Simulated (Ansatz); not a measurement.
# Where V_H puts its levels in the gap of MgH2 (Pbcn)

Aim: at which Fermi levels does V_H in MgH2 (Pbcn) change its charge? The model is a cell of 96 host atoms with 1 H taken out.

Method: place-levels on PBEsol runs: charge-transition levels and formation energies with image-charge correction and potential alignment at the atomic sites, in Ansatz 0.2.0.

This is a report of a sequence of runs, with most program output left out.

### 1. The starting structure

The cell holds 95 atoms: 32 Mg and 63 H. Cell: a = 8.952 Å, b = 10.787 Å, c = 9.789 Å, α = 90.0°, β = 90.0°, γ = 90.0°. It derives from MgH2 (space group Pbcn). Nearest the centre at fractional (0.635, 0.447, 0.539): Mg62 at 1.90 Å, Mg49 at 1.94 Å, Mg86 at 1.99 Å, H80 at 2.48 Å, H65 at 2.65 Å, H95 at 2.70 Å, H83 at 2.70 Å, H93 at 2.70 Å.

The host's dielectric constants go in as inputs: (4.23, 4.33, 4.34) for the electrons alone, (11.82, 11.40, 11.83) with the ions, from a response run on this crystal (DFPT, PBEsol) at that run's own cell.

The cell's shortest repeat is 9.0 Å.

### 2. What was run first

A transition level is the Fermi level at which two charge states cost the same, so each charge needs its own total energy, at its own relaxed structure.

Each atom starts 0.05 Å or so off its site in a random direction. Forces are taken at one point at (¼, ¼, ¼). The cell holds 1 electron more than the neutral one, with a uniform background that keeps it neutral on the whole.

The sampling was tested on the host first: at the k-points planned (1x1x1 shifted 0.25 0.25 0.25) its energy lies 0.000 eV an atom from the dense-mesh value, under the bound of 0.02 eV set for this test; that bounds the host's error, not the defect's.

One state's input; the others differ in charge, spin, start and seed, and in occupations where the table says so.

The input, qm1.relax/input.yaml:

```yaml
crystal:
  lattice:
    - [8.95206302, 0.0, 0.0]
    - [0.0, 10.78733776, 0.0]
    - [0.0, 0.0, 9.78929049]
  atoms:
    - { symbol: Mg, position: [0.25, 0.41523406, 0.375] }
    - { symbol: Mg, position: [0.0, 0.33476594, 0.125] }
[... 4 atom lines left out ...]
    - { symbol: H, position: [0.38500207, 0.3030364, 0.46055013] }
[... 6 atom lines left out ...]
    - { symbol: Mg, position: [0.0, 0.33476594, 0.625] }
[... 2 atom lines left out ...]
    - { symbol: H, position: [0.36499793, 0.4469636, 0.71055013] }
[... 15 atom lines left out ...]
    - { symbol: H, position: [0.36499793, 0.5530364, 0.46055013] }
[... 15 atom lines left out ...]
    - { symbol: Mg, position: [0.75, 0.41523406, 0.375] }
[... 2 atom lines left out ...]
    - { symbol: Mg, position: [0.5, 0.16523406, 0.375] }
[... 1 atom line left out ...]
    - { symbol: H, position: [0.61499793, 0.3030364, 0.28944987] }
    - { symbol: H, position: [0.88500207, 0.3030364, 0.46055013] }
[... 5 atom lines left out ...]
    - { symbol: Mg, position: [0.75, 0.41523406, 0.875] }
    - { symbol: Mg, position: [0.5, 0.33476594, 0.625] }
[... 2 atom lines left out ...]
    - { symbol: H, position: [0.86499793, 0.4469636, 0.71055013] }
    - { symbol: H, position: [0.61499793, 0.3030364, 0.78944987] }
[... 2 atom lines left out ...]
    - { symbol: H, position: [0.61499793, 0.1969636, 0.53944987] }
[... 5 atom lines left out ...]
    - { symbol: Mg, position: [0.5, 0.66523406, 0.375] }
[... 4 atom lines left out ...]
    - { symbol: H, position: [0.86499793, 0.5530364, 0.46055013] }
[... 2 atom lines left out ...]
    - { symbol: H, position: [0.63500207, 0.5530364, 0.28944987] }
[... 2 atom lines left out ...]
    - { symbol: Mg, position: [0.75, 0.58476594, 0.625] }
[... 6 atom lines left out ...]
    - { symbol: H, position: [0.61499793, 0.6969636, 0.53944987] }
[... 1 atom line left out ...]
    - { symbol: H, position: [0.63500207, 0.5530364, 0.78944987] }
  host:
    repeats: [2, 2, 2]
    atoms:
      - { symbol: Mg, position: [0.5, 0.83046813, 0.75] }
      - { symbol: Mg, position: [0.0, 0.66953187, 0.25] }
      # ... 10 more atoms of the perfect host
total_charge: -1
basis:
  ecutwfc: 420
  xc_grid: 2
hamiltonian:
  xc: pbesol
kpoints:
  mp_grid: { grid: [1, 1, 1], shift: [0.25, 0.25, 0.25] }
scf:
  occupations: { method: fixed }
  max_iter: 80
output:
  forces: true
  charged_corrections:
    epsilon: [4.23, 4.33, 4.34]
    static_epsilon: [11.82, 11.4, 11.83]
    defect_position: [0.635002, 0.446964, 0.53945]
relax:
  f_tol: 0.02
  max_steps: 80
  random_displacement: { amplitude: 0.05, seed: 7940 }
checkpoint:
  write: "../qm1.relax.run"
  compress: false
  write_wavefunctions: true
  write_every: 100000
```

Started as:

```bash
> ansatz run input.yaml --threads 4 --pin off --max-ram 7536MiB --backend cpu --events-out ev --progress --plain --runs-dir out
```

Defect states can disperse in a cell of this size, so the energy is taken again at a 2×2×2 shifted mesh, on the relaxed structure.

The run of this state that the levels use, under PBEsol:

The input, qm1.point/input.yaml:

```yaml
crystal:
  checkpoint: "../qm1.relax.run"
  host: checkpoint
total_charge: -1
basis:
  ecutwfc: 420
  xc_grid: 2
hamiltonian:
  xc: pbesol
kpoints:
  mp_grid: { grid: [2, 2, 2], shift: [0.5, 0.5, 0.5] }
scf:
  occupations: { method: fermi_dirac, width: 0.01 }
  max_iter: 80
output:
  forces: true
  eigenvalues: true
  charged_corrections:
    epsilon: [4.23, 4.33, 4.34]
    static_epsilon: [11.82, 11.4, 11.83]
    defect_position: [0.635002, 0.446964, 0.53945]
  eigenstates: { localisation: true }
  populations: true
  band_densities: [{ bands: [v1, v1] }, { bands: [c1, c1] }]
  write_density: true
  write_potential: true
  volumetric_format: npy
checkpoint:
  read: "../qm1.relax.run"
  write: "../qm1.point.run"
  compress: false
  write_wavefunctions: false
  write_every: 100000
```

Relaxations under PBEsol at one point at (¼, ¼, ¼); times on 4 threads of Arm Neoverse V1, shared host:

```tsv
charge	moment (μB)	occupations	outcome	steps	largest displacement against the far atoms (Å)	time
−1	0	fixed	converged	5	0.30	48 s
0	1	fixed	converged	4	0.05	77 s
+1	0	fixed	converged	4	0.33	42 s
```

Single points under PBEsol at a 2×2×2 shifted mesh; times on 4 threads of Arm Neoverse V1, shared host:

```tsv
charge	moment (μB)	occupations	outcome	time
−1	0	fermi-dirac	converged	87 s
0	1	fermi-dirac	converged	2.7 min
+1	0	fermi-dirac	converged	72 s
```

Distances (Å) from the ideal centre to the nearest atoms after relaxation with PBEsol:

```tsv
charge	moment (μB)	1.	2.	3.	4.	5.	6.
−1	0	Mg 1.61	Mg 1.80	Mg 1.87	H 2.51	H 2.73	H 2.74
0	1	Mg 1.88	Mg 1.94	Mg 2.04	H 2.43	H 2.65	H 2.68
+1	0	Mg 2.23	Mg 2.24	Mg 2.24	H 2.36	H 2.50	H 2.60
```

### 3. place-levels, PBEsol

A charged cell interacts with its images and the background, and its potential has another zero than the host's. place-levels removes the first by a point-charge model, screened by the static dielectric constant since the ions have relaxed around the charge, and the second by comparing potentials at atoms far from the defect.

The host is a run of the defect-free crystal in the same cutoffs, grids and k-points, so that basis and sampling errors cancel in part in the differences. Its band edges come from a run of the primitive cell that searches the zone for them. The host is run in a cell of 24 atoms on a matching mesh. Chemical potentials are energies per atom of H (H2 molecule), run with the same functional and cutoff.

The input, levels.point.yaml:

```yaml
host:
  run: host.point.run
  levels_from: { run: edges.point.run }
states: [qm1.point.run, q0_M1.point.run, qp1.point.run]
geometry_from:
  qm1.point.run: qm1.relax.run
  q0_M1.point.run: q0_M1.relax.run
  qp1.point.run: qp1.relax.run
  host.point.run: host.relax.run
chemical_potentials:
  H:
    energy: -15.609288
    dataset: "<sha256 of the dataset>"
epsilon: [4.23, 4.33, 4.34]
static_epsilon: [11.82, 11.4, 11.83]
vertical:
  - { from: qm1.point.run, to: qm1.point_neutral.run }
  - { from: qp1.point.run, to: qp1.point_neutral.run }
```

Started as:

```bash
> ansatz place-levels levels.point.yaml -- --threads 4 --pin off --max-ram 7536MiB
```

Run time: 0.4 s. Hardware: 4 threads of Arm Neoverse V1, shared host.

Levels between the charges placed, in eV above the valence top:

```tsv
	gap (eV)	(+1/0)	(0/−1)
PBEsol	3.40	2.27	2.69
```

Corrections by state:

```tsv
charge	moment (μB)	image terms and alignment (eV)	band filling (eV)	ε used	over the lowest of its charge, as the program ranks them, band filling apart (eV)
+1	0.0	0.158	-	principal values (11.40, 11.82, 11.83)	0.000
0	1.0	0.000	-	-	0.000
−1	0.0	0.176	-	principal values (11.40, 11.82, 11.83)	0.000
```

The charged structures listed were also run neutral, and place-levels reads from each pair, by the potential or the spins, how wide the charge is by which they differ; that can be the carrier of either run.

```tsv
charge	rms radius (Å)	spread where it is widest against the cell (Å)	wide from (Å)	reading
+1	2.2	1.27	1.55	narrow
−1	2.0	1.16	1.55	narrow
```

The neutral runs of these pairs need not share the spin of the lowest neutral state, and very wide values only mean spread over the cell.

From the program's caveats on the states, each cut to its opening words:

- charge +1: its displacements don't fall off away from the defect: farther atoms stand 0.028 Å off the host's places
- charge 0 (1 μB): flagged: stability check not made

The host's formation energy from the elements is -0.209 eV per atom; it sets how far the chemical potentials can move.

Limit set by the element alone; other compounds of these elements are not counted. Chemical potentials from the elements' reference states: H 0.00 eV, Mg -0.63 eV. Formation energies (H-rich), with the Fermi level at the valence top and at the conduction bottom (gap 3.40 eV):

```tsv
charge	at valence top (eV)	at conduction bottom (eV)	correction included (eV)
+1	-0.92	2.48	0.16
0	1.34	1.34	0.00
−1	4.04	0.64	0.18
```

Fermi level (eV), lowest formation energy (eV) and a bar from the least value:
```
     0.00      -0.92 
     0.31      -0.61 ####
     0.62      -0.31 ########
     0.93       0.00 ############
     1.24       0.31 ################
     1.54       0.62 ####################
     1.86       0.93 #########################
     2.16       1.24 #############################
     2.47       1.34 ##############################
     2.78       1.25 #############################
     3.09       0.94 #########################
     3.40       0.64 #####################
```

Limit set by the element alone; other compounds of these elements are not counted. Chemical potentials from the elements' reference states: Mg 0.00 eV, H -0.31 eV. Formation energies (Mg-rich), with the Fermi level at the valence top and at the conduction bottom (gap 3.40 eV):

```tsv
charge	at valence top (eV)	at conduction bottom (eV)	correction included (eV)
+1	-1.24	2.16	0.16
0	1.03	1.03	0.00
−1	3.72	0.32	0.18
```

```csv
Fermi level (eV),lowest formation energy (eV)
0.00,-1.24
0.31,-0.93
0.62,-0.62
0.93,-0.31
1.24,0.00
1.54,0.31
1.86,0.62
2.16,0.93
2.47,1.03
2.78,0.94
3.09,0.63
3.40,0.32
```

### 4. Effect of the sampling

The relaxations' own energies give the levels at their sampling, for comparison.

The input, levels.relax_mesh.yaml:

```yaml
host:
  run: host.relax.run
  levels_from: { run: edges.relax.run }
states: [qm1.relax.run, q0_M1.relax.run, qp1.relax.run]
chemical_potentials:
  H:
    energy: -15.609288
    dataset: "<sha256 of the dataset>"
```

Started as:

```bash
> ansatz place-levels levels.relax_mesh.yaml -- --threads 4 --pin off --max-ram 7536MiB
```

It took 0.16 s on 4 threads.

Levels between neighbouring charges, in eV above the valence top:

```tsv
	gap (eV)	(+1/0)	(0/−1)
one point at (¼, ¼, ¼)	3.40	2.27	2.70
a 2×2×2 shifted mesh	3.40	2.27	2.69
```

Going from one point at (¼, ¼, ¼) to a 2×2×2 shifted mesh moves the levels that carry no band-filling term by up to 0.01 eV and formation energies against the elements by up to 0.01 eV.

### 5. Another choice

In this try the input is made faulty on purpose, to show what that does.

A choice is tested by changing it alone.

levels.try0.yaml is levels.point.yaml with these lines changed:

```diff
-static_epsilon: [11.82, 11.4, 11.83]
+static_epsilon: [4.23, 4.33, 4.34]
```

Started as:

```bash
> ansatz place-levels levels.try0.yaml -- --threads 4 --pin off --max-ram 7536MiB
```

The change: the electronic dielectric constant for relaxed ions.

Levels in eV above the valence top; the changed ones are not the defect's:

```tsv
	gap (eV)	(+1/0)	(0/−1)
changed	3.40	2.06	2.90
as set up	3.40	2.27	2.69
```

The largest shift is 0.21 eV.

### 6. What a wrong or other choice does

The levels are placed again with one choice changed, to see how much they rest on it.

levels.try1.yaml is levels.point.yaml with these lines changed:

```diff
-epsilon: [4.23, 4.33, 4.34]
-static_epsilon: [11.82, 11.4, 11.83]
+epsilon: 500.0
+static_epsilon: 500.0
```

Started as:

```bash
> ansatz place-levels levels.try1.yaml -- --threads 4 --pin off --max-ram 7536MiB
```

The change: a very large dielectric constant, which removes the point-charge term and changes the alignment.

Levels in eV above the valence top; the changed ones are not the defect's:

```tsv
	gap (eV)	(+1/0)	(0/−1)
changed	3.40	2.38	2.58
as set up	3.40	2.27	2.69
```

The largest shift is 0.12 eV.

### 7. Outcome

* gap of the host: 3.40 eV (PBEsol)
* level (plus 1/0): 2.27 eV above the valence top
* level (0/minus 1): 2.69 eV above the valence top
* lowest of the charges placed, just above the valence top (0.02 eV): +1
* lowest of the charges placed, just below the conduction bottom (0.02 eV): −1
* lowest formation energy at mid-gap of the charges run, H-rich: 0.78 eV
* lowest formation energy at mid-gap of the charges run, Mg-rich: 0.46 eV

Of the charges placed (−1, 0 and +1), the lowest changes at 2.27 eV (+1/0) and 2.69 eV (0/−1) above the valence top, in a gap of 3.40 eV. Charges above +1 and below −1 were not placed, so these runs say nothing of levels that involve them. States placed: +1 at 0 μB; 0 at 1 μB; −1 at 0 μB. Other spin states or structures, where not listed, weren't placed. Going from one point at (¼, ¼, ¼) to a 2×2×2 shifted mesh moves the levels that carry no band-filling term by up to 0.01 eV and formation energies against the elements by up to 0.01 eV. Limits: the images are only 9.0 Å apart; PBEsol makes the gap too small and tends to spread out bound carriers.

[Logs are printed without paths, hosts, clocks, repeated set-up lines and the standing remarks that a program may print on its own settings, such as how far it seeks lower states.]

[Hosts, paths, dates, database ids (printed as entryN), source tags and the programs' standing remarks are cut or masked in the printed files.]

[Where a table of states has a column of steps, it counts the stored structures, which are thinned; the runs took as many ionic steps or more.]

[A defect's name tells the site on which it was built; relaxed atoms can leave that site.]

[For some hosts the program warned that the k-mesh of the response run may be too coarse for force constants and the static dielectric constant; such warnings are not shown here.]
